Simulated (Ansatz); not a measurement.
# Σ5 (210) boundary in bcc Mo: structure and resistance, part 2 of 3

How much does the Σ5 (210) boundary in bcc Mo reflect electrons?

Ansatz 0.2.0; Ansatz plane-wave DFT, LDA, PAW files; relaxation of a bicrystal slab with its lowest layers held; PAW set soft_1 (the session's first sound run).

So far. Step 2 (Relaxing the bicrystal): The largest force component on a free atom ends at 0.013 eV/Å, under the tolerance of 0.03, after 12 steps.

## 3. Transmission across the boundary

Bulk layers of each grain are laid under and over the relaxed boundary, and a lead is named in the middle of each, away from the free faces. The mesh across the current, 10×20, is finer than the density's, because channels open and close sharply across the zone. Energies from -0.1 to 0.1 eV in steps of 0.05 eV are too few for the program's thermal sum, so it prints no conductance; for a metal the transmission near the Fermi level serves, at a fraction of the cost.

This step: Ansatz plane-wave DFT, LDA, PAW files; ballistic transport by layer matching (Landauer), zero bias; boundary relaxed in a short slab, bulk layers laid on; PAW set soft_1 (Ansatz 0.2.0).

System of this step: Σ5 (210) boundary in bcc Mo. The cell holds 61 atoms: 61 Mo. Its edges and angles: a = 7.037 Å, b = 3.147 Å, c = 50.178 Å, α = 90.0°, β = 90.0°, γ = 90.0°. It derives from Mo. Regions: lower grain, 25 atoms (25 Mo); boundary, 16 atoms (16 Mo); upper grain, 20 atoms (20 Mo). Vacuum lies along c.

File input.yaml:

```yaml
crystal:
  lattice:
    - [7.0369059252, 0.0, 0.0]
    - [0.0, 3.147, 0.0]
    - [0.0, 0.0, 50.178205258]
  atoms:
    - { symbol: Mo, position: [-9.9000000001, -16.5, 0.0797158842] }
    - { symbol: Mo, position: [-9.6000000001, -16.0, 0.0937397137] }
    - { symbol: Mo, position: [-9.3000000001, -15.5, 0.1077635431] }
    - { symbol: Mo, position: [-9.0000000001, -15.0, 0.1217873725] }
    - { symbol: Mo, position: [-8.7000000001, -14.5, 0.135811202] }
    - { symbol: Mo, position: [-8.4000000001, -14.0, 0.1498350314] }
    - { symbol: Mo, position: [-8.1000000001, -13.5, 0.1638588609] }
    - { symbol: Mo, position: [-7.8000000001, -13.0, 0.1778826903] }
    - { symbol: Mo, position: [-7.5000000001, -12.5, 0.1919065198] }
    - { symbol: Mo, position: [-7.2000000001, -12.0, 0.2059303492] }
    - { symbol: Mo, position: [-6.9000000001, -11.5, 0.2199541787] }
    - { symbol: Mo, position: [-6.6000000001, -11.0, 0.2339780081] }
    - { symbol: Mo, position: [-6.3000000001, -10.5, 0.2480018376] }
    - { symbol: Mo, position: [-6.0000000001, -10.0, 0.262025667] }
    - { symbol: Mo, position: [-5.7000000001, -9.5, 0.2760494965] }
    - { symbol: Mo, position: [-5.4000000001, -9.0, 0.2900733259] }
    - { symbol: Mo, position: [-5.1000000001, -8.5, 0.3040971554] }
    - { symbol: Mo, position: [-4.8, -8.0, 0.3181209848] }
    - { symbol: Mo, position: [-4.5, -7.5, 0.3321448143] }
    - { symbol: Mo, position: [-4.2, -7.0, 0.3461686437] }
    - { symbol: Mo, position: [-3.9, -6.5, 0.3601924731] }
    - { symbol: Mo, position: [-3.6, -6.0, 0.3742163026] }
    - { symbol: Mo, position: [-3.3, -5.5, 0.388240132] }
    - { symbol: Mo, position: [-3.0, -5.0, 0.4022639615] }
    - { symbol: Mo, position: [-2.7, -4.5, 0.4162877909] }
    - { symbol: Mo, position: [0.6, 0.0, 0.4303116204] }
    - { symbol: Mo, position: [0.8995036798, 0.5, 0.4424935326] }
    - { symbol: Mo, position: [0.2002341822, 0.0, 0.4566196527] }
    - { symbol: Mo, position: [0.5052841209, 0.5, 0.4715431923] }
    - { symbol: Mo, position: [0.7951748274, 0.0, 0.4853716758] }
    - { symbol: Mo, position: [0.1001966385, 0.5, 0.495708515] }
    - { symbol: Mo, position: [0.408616941, 0.0, 0.5113468099] }
    - { symbol: Mo, position: [0.713223531, 0.5, 0.532085206] }
    - { symbol: Mo, position: [0.0320215553, 0.0, 0.534839144] }
    - { symbol: Mo, position: [0.4046780961, 0.0, 0.5596130219] }
    - { symbol: Mo, position: [0.0931118701, 0.5, 0.5736559341] }
    - { symbol: Mo, position: [0.788346405, 0.0, 0.5840125499] }
    - { symbol: Mo, position: [0.4986300526, 0.5, 0.5984363497] }
    - { symbol: Mo, position: [0.189503544, 0.0, 0.6135890499] }
    - { symbol: Mo, position: [0.8918703118, 0.5, 0.6263203281] }
    - { symbol: Mo, position: [0.5926151146, 0.0, 0.6398075269] }
    - { symbol: Mo, position: [-2.7073848854, -4.5, 0.6538313563] }
    - { symbol: Mo, position: [-3.0073848854, -5.0, 0.6678551857] }
    - { symbol: Mo, position: [-3.3073848854, -5.5, 0.6818790152] }
    - { symbol: Mo, position: [-3.6073848854, -6.0, 0.6959028446] }
    - { symbol: Mo, position: [-3.9073848854, -6.5, 0.7099266741] }
    - { symbol: Mo, position: [-4.2073848854, -7.0, 0.7239505035] }
    - { symbol: Mo, position: [-4.5073848854, -7.5, 0.737974333] }
    - { symbol: Mo, position: [-4.8073848854, -8.0, 0.7519981624] }
    - { symbol: Mo, position: [-5.1073848854, -8.5, 0.7660219919] }
    - { symbol: Mo, position: [-5.4073848854, -9.0, 0.7800458213] }
    - { symbol: Mo, position: [-5.7073848854, -9.5, 0.7940696508] }
    - { symbol: Mo, position: [-6.0073848855, -10.0, 0.8080934802] }
    - { symbol: Mo, position: [-6.3073848855, -10.5, 0.8221173097] }
    - { symbol: Mo, position: [-6.6073848855, -11.0, 0.8361411391] }
    - { symbol: Mo, position: [-6.9073848855, -11.5, 0.8501649686] }
    - { symbol: Mo, position: [-7.2073848855, -12.0, 0.864188798] }
    - { symbol: Mo, position: [-7.5073848855, -12.5, 0.8782126275] }
    - { symbol: Mo, position: [-7.8073848855, -13.0, 0.8922364569] }
    - { symbol: Mo, position: [-8.1073848855, -13.5, 0.9062602863] }
    - { symbol: Mo, position: [-8.4073848855, -14.0, 0.9202841158] }
kpoints:
  mp_grid: { grid: [4, 8, 1] }
hamiltonian:
  xc: lda
  pseudopotentials: { kind: paw, azcp: { folder: soft_1 }, xc_functional: pbe }
scf:
  occupations: { method: fermi_dirac, width: 0.1 }
output:
  transmission:
    leads: [[13, 14], [49, 50]]
    kmesh: [10, 20]
    e_range: [-0.1, 0.1]
    de: 0.05
  write_potential: true
  write_density: true
  volumetric_format: npy
  elf: true
```

Started as:

```sh
$ ansatz run input.yaml --threads 4 --pin off --max-ram 15360MiB --backend cpu --events-out ev --progress --plain --runs-dir out
```

Numbers of over 12 decimals in the logs are rounded to 6 here.

What it wrote:

```text
[...]
Crystal: 61 atoms, lattice volume = 1111.204 Å³
Basis set: ecut = 420 eV, 21723 PW (Γ)
Bands: 513, of which v1, the nominal top of the filled ones, is band 427 counted from 1 (426 counted from 0)
Symmetry: 2 space group operations
[...]
k-points: 15 of 32 (time reversal used)
[...]
SCF iter   1: F=—  HF=-295452.305135 eV  |F-HF|=—  |Δ(HF+E_count)|=         —  Δρ=1.04e-1  dr2=1.16e3  ethr=3.10e-3  ⟨swp⟩=6.3  Hψ=27814  notcnv=0
[...]
SCF iter  14: F=-295402.060806 eV  HF=-295402.060806 eV  |F-HF|=1.16e-10  |Δ(HF+E_count)|=  5.24e-10  Δρ=1.90e-7  dr2=7.01e-10  ethr=1.00e-12  ⟨swp⟩=1.0  Hψ=18606  notcnv=0
SCF 1 converged in 14 iterations: F = -295402.060806 eV  dr2 = 7.01e-10
[...]
transmission: 482 of 4818 steps passed
transmission: 965 of 4818 steps passed
[...]
transmission: 4818 of 4818 steps passed
SCF converged after 14 iterations
an eigenvalue changed by more than its tolerance at an iteration that met the thresholds in force, so the SCF went on 2 times: the last check was not made
the last check of whether an eigenvalue changes by more than its tolerance under the output density was not made (no_room)
Free energy (F): -295402.060806 eV
[...]
Internal energy: -295400.482745 eV  (E = F + TS)
E sigma→0 (E₀):  -295401.271776 eV
Entropy (-TS):   -1.578061 eV (-25.870 meV/atom)
Fermi energy:    17.217060 eV
[...]
--- Band table (eV; the first three rows and the last of 15) ---
  k-point 0: bands = [... 423 lower, 16.7993, 16.8547, 16.8900, 16.9011, 16.9081, 16.9910, 17.0162, 17.0663, ... 82 higher]
  k-point 1: bands = [... 423 lower, 16.8407, 16.8575, 16.8883, 17.0424, 17.0500, 17.0646, 17.1297, 17.1440, ... 82 higher]
  k-point 2: bands = [... 423 lower, 16.7776, 16.8903, 16.9677, 17.0313, 17.1701, 17.2370, 17.2831, 17.4318, ... 82 higher]
  k-point 14: bands = [... 423 lower, 17.6451, 17.6583, 17.7021, 17.7297, 17.7447, 17.7471, 17.7704, 17.7894, ... 82 higher]
--- Transmission ---
  basis      : 193 plane waves across, 73 finite elements along
  points     : 66, standing for a mesh of 10 x 20
  energies   : 5 from -0.100000 to 0.100000 eV about the Fermi level, 0.050000 eV apart; the leads are filled to 0.000000 eV, and channels, transmission and decay are at 0.000000 eV
  crystal 0  : Mo4, at the sites [13, 14], period 2.8148 Å, over 18.30 Å; its Hamiltonian steps by up to 9.7 meV
    offset         : up to 0.0000 Å between an atom of the period and one for which it stands
    channels       : 3.430000e0 a spin
    conductance    : none, the energies end too early or step too widely for 300 K: set another output.transmission.e_range or a lower de, or, where they end at an eighth of basis.ecutwfc, a higher one
    slowest decay  : 0.0310 /Å at (0.5000, 0.2000)
[...]
channels       : 3.430000e0 a spin
[...]
slowest decay  : 0.0331 /Å at (0.5000, 0.2000)
  junction   : crystal 0 to crystal 1, 13.50 to 36.68 Å
    transmission   : 1.846386e0 a spin
[...]
```

The job ended after 27 min (4 threads of Arm Neoverse V1, shared host; peak memory 11 GiB; 1.7 h of CPU time).

In the SCF lines HF is the Harris–Foulkes energy and dr2 the Hartree energy of the density residual, in eV; the loop may stop once dr2 is under the threshold and the program's other checks hold. Hψ counts applications of the Hamiltonian.

Numbers from this step:

| Property | Result |
| --- | --- |
| free energy | -295402.0608 eV |
| energy at zero smearing | -295401.2718 eV |
| Fermi energy | 17.22 eV |
| cell area | 22.15 Å² |
| transmission per spin nearest the Fermi level | 1.846 |
| open channels per spin nearest the Fermi level | 3.43 |
| open channels per spin, upper lead | 3.43 |
| step of the lead's potential | 9.7 meV |
| step of the upper lead's potential | 8.8 meV |

Per spin. Table of transmission, zone mean by energy, zero at the Fermi level:

```csv
energy (eV),"transmission, zone mean"
-0.1000,1.83
-0.0500,1.84
0.0000,1.85
0.0500,1.92
0.1000,1.93
```

Per spin. Open channels, zone mean against energy, zero at the Fermi level:

```csv
energy (eV),lead,upper lead
-0.1000,3.56,3.56
-0.0500,3.42,3.42
0.0000,3.43,3.43
0.0500,3.65,3.62
0.1000,3.67,3.73
```

Transmission over k1 and k2. At 0.0000 eV from the Fermi level.

Ten even steps from '_' (0.00) to '@' (6.40):
```
....::==::--::==::..
....::::--==--::::..
______..::::::..____
______::::..::::____
____....__..__....__
____..::::::::::..__
==--::::::::::::::--
****++==::::::==++**
%%%%##++--::--++##%%
@@@@%%**--::--**%%@@
%%%%##++--::--++##%%
****++==::::::==++**
==--::::::::::::::--
____..::::::::::..__
____....__..__....__
______::::..::::____
______..::::::..____
....::::--==--::::..
....::==::--::==::..
....--==------==--..
```
Columns: k1 (b1) from -0.5 to 0.4; rows upwards: k2 (b2) from -0.5 to 0.45.

Open channels over k1 and k2. At 0.0000 eV from the Fermi level.

Ten even steps from '0' (0.0) to '9' (10.0):
```
2246444642
2243343342
0011333110
0002333200
0012222210
0122222221
4432222234
8875444578
9996545699
9998545899
9996545699
8875444578
4432222234
0122222221
0012222210
0002333200
0011333110
2243343342
2246444642
2266646662
```
Columns: k1 (b1) from -0.5 to 0.4; rows upwards: k2 (b2) from -0.5 to 0.45.

ELF in the ca plane at fractional y = 0.000, with atoms of Mo within 0.2 Å of it. It is the smooth field of the valence electrons, not physical close to the nuclei.

Values, 10 rows by 16 columns, each cell a mean:
```
0.35 0.32 0.30 0.35 0.41 0.36 0.62 0.34 0.33 0.29 0.35 0.42 0.44 0.23 0.05 0.00
0.34 0.35 0.62 0.36 0.42 0.35 0.28 0.35 0.38 0.62 0.34 0.41 0.42 0.22 0.05 0.00
0.41 0.39 0.62 0.30 0.32 0.28 0.39 0.41 0.40 0.61 0.28 0.34 0.29 0.10 0.04 0.00
0.42 0.32 0.30 0.34 0.44 0.59 0.35 0.42 0.31 0.30 0.33 0.46 0.60 0.13 0.03 0.00
0.31 0.26 0.41 0.40 0.45 0.57 0.29 0.32 0.27 0.41 0.39 0.47 0.59 0.09 0.02 0.00
0.51 0.55 0.37 0.42 0.28 0.30 0.31 0.53 0.53 0.38 0.41 0.32 0.25 0.05 0.02 0.00
0.51 0.51 0.30 0.32 0.28 0.42 0.37 0.52 0.49 0.30 0.31 0.26 0.23 0.09 0.02 0.00
0.26 0.32 0.30 0.58 0.47 0.40 0.41 0.27 0.31 0.31 0.59 0.47 0.14 0.09 0.02 0.00
0.30 0.42 0.35 0.58 0.41 0.32 0.32 0.32 0.41 0.37 0.59 0.40 0.20 0.12 0.02 0.00
0.41 0.42 0.40 0.27 0.33 0.31 0.62 0.41 0.42 0.37 0.26 0.37 0.44 0.18 0.03 0.00
```
Columns run along c (16.0 Å, from fractional 0.68 to 1.00 of the cell), rows up along a (7.0 Å). Atoms in or near the plane, at fractional coordinates: Mo at (0.70, 0.39), Mo at (0.72, 0.79), Mo at (0.75, 0.19), Mo at (0.78, 0.59), Mo at (0.81, 0.99), Mo at (0.84, 0.39), Mo at (0.86, 0.79), Mo at (0.89, 0.19), Mo at (0.92, 0.59).

Valence density in the ca plane at fractional y = 0.000, with atoms of Mo within 0.2 Å of it. It is the smooth field of the valence electrons, not physical close to the nuclei.

Ten even steps from '0' (0.0 e/Å³) to '9' (7.1 e/Å³), each cell a mean:
```
41000000000000014895100000000000000000000000
20000121000000001442000012100000000000000000
00001575200000000110000147620000000000000000
00002798300000000000000279941000000000000000
00002687200000000000000158730000000000000000
00000243100012310000000023310000232000000000
00000000000027851000000000000002685200000000
00000000000049972000000000000003897200000000
00000000000027851000000000000002685100000000
02431000000002210000233100000000231000000000
15984000000000000001588410000000000000000000
16994100000000000001699510000000000000000000
14662000011000000001366300000100000000000000
01210000135310000000122100013541000000000000
00000000279720000000000000027983000000000000
00000000389720000000000000027983000000000000
00000000146410000110000000014641000000000000
20000000011100002563000000001110000000000000
51000000000000014996100000000000000000000000
```
Columns run along c (16.0 Å, from fractional 0.68 to 1.00 of the cell), rows up along a (7.0 Å). Atoms in or near the plane, at fractional coordinates: Mo at (0.70, 0.39), Mo at (0.72, 0.79), Mo at (0.75, 0.19), Mo at (0.78, 0.59), Mo at (0.81, 0.99), Mo at (0.84, 0.39), Mo at (0.86, 0.79), Mo at (0.89, 0.19), Mo at (0.92, 0.59).

Electrostatic potential energy in the ca plane at fractional y = 0.000, with atoms of Mo within 0.2 Å of it. With pseudopotentials it is smooth inside the atoms' cores, unlike the true potential.

Ten even steps from '0' (-59 eV) to '9' (22 eV), each cell a mean:
```
27999988999999973002699998899999999999999999
58998656799999985335899865579999999999999999
89986212589999998778999631158999999999999999
99985000379999999999998510037999999999999999
99985101489998889999998620147999888999999999
99997534789975468999999853468997545799999999
99999878899841026899999987889985102589999999
99999999999730015899999999999984000489999999
98788999999841026899878899999985102589999999
85346899999975468998533689999997545799999999
62003799999998889996200379999999888999999999
51003799999999999996200279999999999999999999
73124899877789999997311479987778999999999999
87567998632379999998755799974236899999999999
99889998410158999999988999851004899999999999
99999998400048999999999999851004899999999999
79999998631368998667899999963236899999999999
48999999876789985214799999987678999999999999
26999999999999972002689999999999999999999999
```
Columns run along c (16.0 Å, from fractional 0.68 to 1.00 of the cell; values clipped at the 3rd and 97th percentile), rows up along a (7.0 Å). Atoms in or near the plane, at fractional coordinates: Mo at (0.70, 0.39), Mo at (0.72, 0.79), Mo at (0.75, 0.19), Mo at (0.78, 0.59), Mo at (0.81, 0.99), Mo at (0.84, 0.39), Mo at (0.86, 0.79), Mo at (0.89, 0.19), Mo at (0.92, 0.59).

Over the solved energies the transmission per spin lies between 1.83 and 1.93, out of 3.55 channels of the lead on average (up to 3.67).

## 4. Specific resistance

This step: Ansatz plane-wave DFT, LDA, PAW files; ballistic transport by layer matching (Landauer), zero bias; specific resistance of the boundary; PAW set soft_1 (Ansatz 0.2.0).

This step gave:

- area resistance: 0.7217 fΩ m²
- T over the leads' mean channel count: 0.5273

Averaged over the energies near the Fermi level, 52.7 % of the channels pass, which makes 0.722 fΩ m².

By hand, with T and the leads' channels N averaged over the energies near the Fermi level: RA = A (h/2e²)(1/T − ½[1/N₁ + 1/N₂]) = 22.15×10⁻²⁰ m² × 12 906 Ω × (1/1.872 − ½[1/3.546 + 1/3.553]) = 0.722 fΩ m².

[end of part 2 of 3]

[Logs are printed without paths, hosts, clocks, repeated set-up lines and the standing remarks that a program may print on its own settings, such as how far it seeks lower states.]

[Hosts, paths, dates, database ids (printed as entryN), source tags and the programs' standing remarks are cut or masked in the printed files.]
